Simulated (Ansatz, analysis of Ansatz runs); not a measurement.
# Moving an added electron between Fe sites in NbFeO4 (C2/m), part 2 of 2

Question: does an added electron stay on the Fe atom where it is started in NbFeO4 (C2/m), and if so, how high is the barrier for a hop to another Fe site nearby? Model: a cell of 48 host atoms.

Ansatz 0.2.0; plane-wave PAW DFT, PBEsol+U; relaxation of all atoms of a supercell at fixed charge in a uniform background; PAW set soft_1.

So far. Step 2 (The cell without the carrier): The largest displacement from an ideal site is 0.024 Å. Step 3 (The electron on the first site): The largest changes of the moments are 0.50 μB on Fe16, 0.07 μB on O19 and 0.07 μB on O18. The largest part sits on the chosen site.

## 4. The electron on the second site

The same start is made on the second site, to get the end of the hop.

B.relax/input.yaml

```yaml
crystal:
  lattice:
    - [-2.00095539, 3.83799839, 6.36708714]
    - [10.57159628, 0.0, 6.39022711]
    - [12.57255167, 3.83799839, 0.02313996]
  atoms:
    - { symbol: Nb, position: [0.437395, 0.836365, 0.061807] }
    - { symbol: Nb, position: [0.43741, 0.836301, 0.561879] }
[... 8 atom lines left out ...]
    - { symbol: Fe, position: [0.693583, 0.996875, 0.305761], spin: 5.0 }
[... 1 atom line left out ...]
    - { symbol: Fe, position: [0.305409, 0.003782, 0.193894], spin: -4.0 }
[... 2 atom lines left out ...]
    - { symbol: Fe, position: [0.805405, 0.503759, 0.6939], spin: -5.0 }
[... 2 atom lines left out ...]
    - { symbol: O, position: [0.569656, 0.787928, 0.459623] }
[... 28 atom lines left out ...]
    - { symbol: O, position: [0.685289, 0.322788, 0.813968] }
total_charge: -1
basis:
  ecutwfc: 420
  xc_grid: 2
hamiltonian:
  xc: pbesol
  hubbard:
    sites: [{ species: Fe, l: d, u_eff: 4.0 }]
    projectors: ortho-atomic
  pseudopotentials: { kind: paw, azcp: { folder: soft_1 }, xc_functional: pbe }
kpoints:
  mp_grid: { grid: [1, 1, 1] }
magnetization:
  spin_polarized: true
  initial_magnetization: 1
  spin_locking: { lock_magnetization: hard }
scf:
  occupations: { method: fermi_dirac, width: 0.01 }
  max_iter: 120
  lower_state_search: "off"
output:
  forces: true
relax:
  f_tol: 0.015
  max_steps: 70
  escape_saddle: false
checkpoint:
  write: "../B.relax.run"
  compress: false
  write_wavefunctions: true
  write_every: 100000
```

Launch:

```console
> ansatz run input.yaml --threads 32 --pin off --max-ram 84787MiB --backend cuda --events-out ev --progress --plain --runs-dir out --max-vram 78GiB
```

Numbers of over 12 decimals in the logs are rounded to 6 here.

Log:

```text
[...]
Crystal: 48 atoms, lattice volume = 614.823 Å³
Basis set: ecut = 420 eV, 12007 PW (Γ), exchange–correlation on 108×180×180 points (8 copies of the dense FFT grid, shifted against one another)
Bands: 261, of which v1, the nominal top of the filled ones, is band 213 counted from 1 (212 counted from 0)
Symmetry: 1 space group operations
[...]
k-points: 1
[...]
Starting moments: Σ|m| = 39 μB on 8 of 48 sites
[...]
SCF iter   1: F=—  HF=-89500.234508 eV  |Δ(HF+E_count)|=         —  Δρ=5.58e-2 (↑5.58e-2 ↓4.33e-2)  dr2=5.05e1  dr2_m=3.93e0  M=1.000 μB ∫|m|=35.971 μB  Hψ=1661
[...]
SCF iter   2: F=—  HF=-89497.083443 eV  |Δ(HF+E_count)|=    3.15e0  Δρ=4.66e-2 (↑4.66e-2 ↓2.64e-2)  dr2=2.05e1  dr2_m=3.66e0  M=1.000 μB ∫|m|=36.835 μB  Hψ=1041
[...]
Per-site moments (μB) at R_I (Å): [(0.00536638, 0.747958), (0.00161707, 0.742258), (0.00161707, 0.742258), [... 6 left out ...]
Free energy (F): -89499.222545 eV
[...]
Internal energy: -89499.222545 eV  (E = F + TS)
E sigma→0 (E₀):  -89499.222545 eV
Fermi energy:    8.847800 (↑ 8.848480, ↓ 8.641807) eV
[...]
--- Forces (eV/Å), atoms counted from 1 ---
  atom   1  Nb     0.01061276    -0.00003228     0.00203813
  atom   2  Nb    -0.00599147     0.00081277    -0.00430754
  [... 4 atoms left out ...]
  [... 42 more lines of this table ...]
  max |Σ_I F_I| component: 7.55e-5 eV/Å
--- Band table (eV) ---
[...]
Occupation matrices written to <dir>
--- Relaxed structure (7 steps of the walk, 7 accepted, 0 SCFs on fresh bases) ---
  F+E_penalty+E_count = -89499.22254532 eV   max|allowed force component| = 1.061e-2 eV/Å
  atoms:
    - { symbol: Nb, position: [0.438136, 0.836579, 0.061105] }
    - { symbol: Nb, position: [0.435589, 0.837455, 0.560473] }
    [... 4 atoms left out ...]
  [... 42 more lines of this table ...]
[key lines of the parts left out:]
SCF converged after 10 iterations
Magnetization: 1.0000 μB (213.0000 up, 212.0000 down)
```

The job ended after 8.5 s (1 × NVIDIA GB200 with 32 threads of Arm Neoverse V2, shared host; peak memory 1.4 GiB; 31 s of CPU time).

Distances from Fe13 without and with the electron:

```
atom  without (Å)  with (Å)
 O45         1.93      1.96
 O37         1.95      2.01
 O18         2.00      2.08
 O19         2.00      2.08
 O21         2.14      2.25
 O29         2.14      2.20
```

The largest changes of the moments are 0.50 μB on Fe13, 0.07 μB on O19 and 0.07 μB on O18. The largest part sits on the chosen site.

## 5. Points on the line between the two structures

All atoms move on the straight line between the two relaxed structures, 1.35 amu^1/2 Å long in mass-weighted terms. Each point starts from the state of the point before, once from either end, so that both localised states can be followed; the midpoint is also started with the carrier shared.

A.x0500/input.yaml

```yaml
crystal:
  lattice:
    - [-2.00095539, 3.83799839, 6.36708714]
    - [10.57159628, 0.0, 6.39022711]
    - [12.57255167, 3.83799839, 0.02313996]
  atoms:
    - { symbol: Nb, position: [0.437687, 0.836532, 0.061553] }
    - { symbol: Nb, position: [0.437177, 0.835867, 0.562061] }
[... 8 atom lines left out ...]
    - { symbol: Fe, position: [0.692563, 0.99452, 0.306676], spin: 5.0 }
[... 1 atom line left out ...]
    - { symbol: Fe, position: [0.303001, 0.002683, 0.196238], spin: -5.0 }
[... 2 atom lines left out ...]
    - { symbol: Fe, position: [0.803001, 0.502684, 0.696238], spin: -4.0 }
[... 2 atom lines left out ...]
    - { symbol: O, position: [0.554399, 0.80386, 0.44484] }
[... 28 atom lines left out ...]
    - { symbol: O, position: [0.683186, 0.31854, 0.816053] }
total_charge: -1
basis:
  ecutwfc: 420
  xc_grid: 2
hamiltonian:
  xc: pbesol
  hubbard:
    sites: [{ species: Fe, l: d, u_eff: 4.0 }]
    projectors: ortho-atomic
  pseudopotentials: { kind: paw, azcp: { folder: soft_1 }, xc_functional: pbe }
kpoints:
  mp_grid: { grid: [1, 1, 1] }
magnetization:
  spin_polarized: true
  initial_magnetization: 1
  spin_locking: { lock_magnetization: hard }
scf:
  occupations: { method: fermi_dirac, width: 0.01 }
  max_iter: 120
  lower_state_search: "off"
output:
  forces: true
  eigenvalues: true
  eigenstates: { localisation: true }
  write_density: true
  write_potential: true
  volumetric_format: npy
checkpoint:
  read: "../A.x0375.run"
  write: "../A.x0500.run"
  compress: false
  write_wavefunctions: true
  write_every: 100000
```

Log:

```text
[...]
Warning: the atoms were moved onto the symmetric positions of the space group found under crystal.symmetry.tolerance 1.0e-5 (fractional; [...]
Warning: checkpoint.read: the run can stay near the saved state's solution: 48 site(s) moved relative to the saved geometry (max |Δs| = 1.888e-3 fractional); [...]
[...]
Crystal: 48 atoms, lattice volume = 614.823 Å³
Basis set: ecut = 420 eV, 12007 PW (Γ), exchange–correlation on 108×180×180 points (8 copies of the dense FFT grid, shifted against one another)
Bands: 261, of which v1, the nominal top of the filled ones, is band 213 counted from 1 (212 counted from 0)
Symmetry: 2 space group operations
[...]
k-points: 1
[...]
Starting moments: Σ|m| = 39 μB on 8 of 48 sites; this step starts from the density that it was given
[...]
iter 1 solved again at ethr=2.45e-6 eV; its pass at ethr=3.10e-3 eV (dr2=1.04e-2 eV) is discarded
[...]
SCF iter   6: F=—  HF=-89499.126474 eV  |Δ(HF+E_count)|=   2.10e-4  Δρ=4.22e-4 (↑4.22e-4 ↓2.26e-4)  dr2=6.21e-4  dr2_m=3.94e-4  M=1.000 μB ∫|m|=36.983 μB  Hψ=1318
[...]
SCF iter  25: F=—  HF=-89499.139813 eV  |Δ(HF+E_count)|=   6.07e-8  Δρ=1.50e-5 (↑1.50e-5 ↓9.82e-7)  dr2=1.62e-6  dr2_m=3.08e-7  M=1.000 μB ∫|m|=37.000 μB  Hψ=867
[...]
SCF iter  27: F=-89499.139813 eV  HF=-89499.139813 eV  |Δ(HF+E_count)|=   4.73e-8  Δρ=1.61e-6 (↑1.61e-6 ↓8.05e-7)  dr2=2.59e-8  dr2_m=3.69e-9  M=1.000 μB ∫|m|=37.000 μB  Hψ=3476
SCF 1 converged in 27 iterations: F = -89499.139813 eV  dr2 = 2.59e-8
[...]
SCF converged after 27 iterations
[...]
Magnetization: 1.0000 μB (213.0000 up, 212.0000 down)
Absolute magnetization: 37.0220 μB (∫|ρ↑−ρ↓|, with the PAW one-centre terms)
[...]
Per-site moments (μB) at R_I (Å): [(0.00346393, 0.746730), (0.0015156, 0.742170), (0.0015156, 0.742170), [... 6 left out ...]
Free energy (F): -89499.139813 eV
[...]
Internal energy: -89499.139813 eV  (E = F + TS)
E sigma→0 (E₀):  -89499.139813 eV
Fermi energy:    8.853015 (↑ 8.853015, ↓ 8.579790) eV
[...]
--- Forces (eV/Å), atoms counted from 1 ---
  atom   1  Nb    -0.02573869    -0.00000000    -0.00616976
  atom   2  Nb     0.00594274     0.00030772    -0.00624997
  [... 4 atoms left out ...]
  [... 42 more lines of this table ...]
  max |Σ_I F_I| component: 1.65e-5 eV/Å
--- Band table (eV) ---
[...]
Occupation matrices written to <dir>
```

The job ended after 3.1 s (1 × NVIDIA GB200 with 32 threads; peak memory 1.2 GiB).

States next to the filling edge at the first k-point, on the run's own zero (eigenstates.tsv). The participation number counts the atoms that a state is spread over, of 48; bands count from 0.

```
spin  band  energy (eV)  occupation  participation  largest share on  share
down   206        6.771        1.00           14.4               O22   0.12
down   207        6.845        1.00           19.6               O22   0.08
down   208        6.958        1.00           14.6               O21   0.11
down   209        7.209        1.00           13.0              Fe16   0.13
down   210        7.429        1.00            8.9               O17   0.19
down   211        7.845        1.00            8.9               O18   0.18
down   212        9.315        0.00            3.4               Fe9   0.38
down   213        9.443        0.00            3.0               Fe9   0.41
down   214        9.459        0.00            3.3              Fe10   0.39
down   215        9.514        0.00            3.4               Fe9   0.38
down   216        9.569        0.00            3.5              Fe10   0.37
  up   207        6.808        1.00           12.2               O45   0.11
  up   208        6.840        1.00           14.2               Fe9   0.10
  up   209        6.910        1.00           14.3               O18   0.12
  up   210        7.416        1.00            8.9               O22   0.19
  up   211        7.590        1.00            8.6               O21   0.19
  up   212        8.543        1.00            3.0              Fe13   0.41
  up   213        9.163        0.00            3.4              Fe13   0.38
  up   214        9.292        0.00            3.1              Fe14   0.40
  up   215        9.450        0.00            2.8              Fe14   0.42
  up   216        9.493        0.00            3.0              Fe14   0.41
  up   217        9.593        0.00            2.9              Fe14   0.41
```

Under PBEsol+U (4 eV) at the zone centre alone, the highest filled state is spin up, spread over 3 of 48 atoms, and the lowest empty one, 0.62 eV above it, is spin up, spread over 3 of 48 atoms.

Free energies from the first end:

```
started from  fraction  energy (eV)  moment change on Fe16 (μB)  on Fe13 (μB)
  first site         0        0.000                        0.51          0.04
  first site     0.125        0.007                        0.50          0.05
  first site      0.25        0.028                        0.48          0.06
  first site     0.375        0.059                        0.44          0.08
  first site       0.5        0.083                        0.25          0.25
  first site     0.625        0.059                        0.08          0.44
 second site     0.875        0.007                        0.05          0.50
 second site      0.75        0.028                        0.06          0.48
 second site     0.625        0.059                        0.08          0.44
 second site       0.5        0.083                        0.25          0.25
 second site     0.375        0.059                        0.44          0.08
      shared       0.5        0.083                        0.25          0.25
 second site         1        0.000                        0.04          0.51
```

## 6. What came out

| Item | Value |
| --- | --- |
| distance of the two sites without the carrier | 3.84 Å |

The highest point of the line lies 0.08 eV above the first end, but there the electron is shared along a chain of sites and their images, so this is no barrier of a single pair, which may be higher, and the image-charge term need not cancel. The second site lies about half a repeat away: the first meets it and its image at 3.84 and 3.84 Å, so the cell models a chain, and nothing is concluded on the coupling of a single pair. A shorter hop, 3.15 Å to Fe11 (opposite spin), was not computed. No run compares the localised electron with one spread in the band, so its binding is unknown. The magnetic order was assumed and need not be the ground state. The total moment is locked, so a carrier of the other spin direction was not tried. The program's search for lower electronic states was switched off in all runs, so that each state is followed; none is shown to be the lowest at its structure. No image-charge correction is applied; it nearly cancels along the line while the charge stays localised. What this leaves open: sampling at the zone centre alone can move energies of charged and open-shell states by tenths of an eV or more in cells of this size; the images are only 7.7 Å apart; gap and trapping depend on the U chosen (Fe d 4.0 eV).

[Logs are printed without paths, hosts, clocks, repeated set-up lines and the standing remarks that a program may print on its own settings, such as how far it seeks lower states.]

[Hosts, paths, dates, database ids (printed as entryN), source tags and the programs' standing remarks are cut or masked in the printed files.]
